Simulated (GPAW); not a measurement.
Consider LaGaO3 (R-3c).

```
La Ga O
1.0
     2.77145    1.60010    4.47760
    -2.77145    1.60010    4.47760
     0.00000   -3.20019    4.47760
La Ga O
2 2 6
Cartesian
  0.0000 0.0000 10.0746
  0.0000 0.0000 3.3582
  0.0000 0.0000 6.7164
  0.0000 0.0000 0.0000
  -1.2338 1.0631 5.5970
  1.5376 0.5370 5.5970
  -0.3038 -1.6001 5.5970
  1.2338 -1.0631 7.8358
  -1.5376 -0.5370 7.8358
  0.3038 1.6001 7.8358
```

Absorber: atom 3, with 6 O at 1.98 Å (octahedral, site symmetry -3). Method: GPAW, LDA, full core hole (charged cell), 10-atom cell with 5.5 Å between holes, 4×4×4 k points, dipole transitions, Gaussian full width 1.82 eV up to 4 eV, rising linearly to 3.5 eV at 25 eV, without spin-orbit coupling.

**Question.** Where do the maxima of the Ga K edge fall?

Main maxima up to 28 eV above the zero (height): 4.6 eV (0.79), 8.6 eV (4.02) and 24.6 eV (0.76). A K edge sees empty p states on the absorber. 

The Ga K spectrum (energy from the lowest empty level; intensity scaled to a mean of 1 over the first 20 eV; polarised curves are means over the symmetry-equivalent atoms):

| E (eV) | isotropic | ε ⊥ c | ε ∥ c |
| --- | --- | --- | --- |
| -2.0 | 0.00 | 0.00 | 0.00 |
| -1.5 | 0.00 | 0.00 | 0.00 |
| -1.0 | 0.00 | 0.00 | 0.00 |
| -0.5 | 0.00 | 0.00 | 0.00 |
| 0.0 | 0.01 | 0.01 | 0.01 |
| 0.5 | 0.02 | 0.02 | 0.02 |
| 1.0 | 0.04 | 0.03 | 0.04 |
| 1.5 | 0.06 | 0.06 | 0.07 |
| 2.0 | 0.11 | 0.10 | 0.14 |
| 2.5 | 0.19 | 0.17 | 0.22 |
| 3.0 | 0.30 | 0.28 | 0.34 |
| 3.5 | 0.47 | 0.44 | 0.51 |
| 4.0 | 0.66 | 0.64 | 0.70 |
| 4.5 | 0.78 | 0.77 | 0.80 |
| 5.0 | 0.76 | 0.76 | 0.77 |
| 5.5 | 0.70 | 0.70 | 0.72 |
| 6.0 | 0.76 | 0.73 | 0.82 |
| 6.5 | 1.10 | 1.02 | 1.26 |
| 7.0 | 1.80 | 1.66 | 2.08 |
| 7.5 | 2.77 | 2.61 | 3.11 |
| 8.0 | 3.66 | 3.54 | 3.91 |
| 8.5 | 4.01 | 4.01 | 4.01 |
| 9.0 | 3.71 | 3.85 | 3.45 |
| 9.5 | 2.95 | 3.16 | 2.55 |
| 10.0 | 2.14 | 2.32 | 1.76 |
| 10.5 | 1.54 | 1.66 | 1.30 |
| 11.0 | 1.19 | 1.25 | 1.07 |
| 11.5 | 1.02 | 1.05 | 0.95 |
| 12.0 | 0.88 | 0.92 | 0.81 |
| 12.5 | 0.74 | 0.78 | 0.66 |
| 13.0 | 0.60 | 0.63 | 0.53 |
| 13.5 | 0.49 | 0.50 | 0.46 |
| 14.0 | 0.41 | 0.41 | 0.42 |
| 14.5 | 0.37 | 0.36 | 0.40 |
| 15.0 | 0.35 | 0.33 | 0.40 |
| 15.5 | 0.36 | 0.33 | 0.41 |
| 16.0 | 0.38 | 0.36 | 0.43 |
| 16.5 | 0.44 | 0.42 | 0.48 |
| 17.0 | 0.50 | 0.49 | 0.54 |
| 17.5 | 0.57 | 0.56 | 0.60 |
| 18.0 | 0.62 | 0.62 | 0.63 |
| 18.5 | 0.65 | 0.65 | 0.64 |
| 19.0 | 0.65 | 0.67 | 0.62 |
| 19.5 | 0.63 | 0.65 | 0.59 |
| 20.0 | 0.61 | 0.63 | 0.56 |
| 20.5 | 0.59 | 0.61 | 0.55 |
| 21.0 | 0.59 | 0.59 | 0.57 |
| 21.5 | 0.60 | 0.60 | 0.60 |
| 22.0 | 0.63 | 0.61 | 0.65 |
| 22.5 | 0.66 | 0.65 | 0.69 |
| 23.0 | 0.70 | 0.68 | 0.74 |
| 23.5 | 0.73 | 0.71 | 0.76 |
| 24.0 | 0.75 | 0.74 | 0.78 |
| 24.5 | 0.76 | 0.75 | 0.78 |
| 25.0 | 0.76 | 0.75 | 0.77 |
| 25.5 | 0.75 | 0.74 | 0.76 |
| 26.0 | 0.73 | 0.73 | 0.74 |
| 26.5 | 0.71 | 0.71 | 0.71 |
| 27.0 | 0.69 | 0.69 | 0.69 |
| 27.5 | 0.67 | 0.67 | 0.67 |
| 28.0 | 0.65 | 0.65 | 0.66 |
| 28.5 | 0.63 | 0.62 | 0.64 |
| 29.0 | 0.61 | 0.60 | 0.63 |

The script folds with a Gaussian, whereas the core hole's own line is a Lorentzian, so the onset is too steep and the first peak too high. The holes are only 5.5 Å apart, so the shape is probably not converged with cell size; no larger cell was run here. The mesh is coarse (0.35 Å⁻¹ between points), so small maxima may be mesh ripples. Lifetime broadening is put in by hand, and intensities beyond about 20 eV depend on it and on the partial waves; weight that the partial waves miss at high energy is lost. The structure is a published determination, not relaxed.

[Banner, clock and machine lines of the logs are left out without a mark of their own.]

[Logs are printed without paths, hosts, clocks, repeated set-up lines and the standing remarks that a program may print on its own settings, such as how far it seeks lower states.]

[Hosts, paths, dates, database ids (printed as entryN), source tags and the programs' standing remarks are cut or masked in the printed files.]

[Lists of maxima count a maximum above −3 eV only where it reaches 4 % of the highest in the window and stands out from its surroundings by 2 % of it (1.5 % where it reaches 55 %); shoulders and weaker maxima are passed over, and of the rest the first, up to two pre-edge ones and the few strongest are named.]
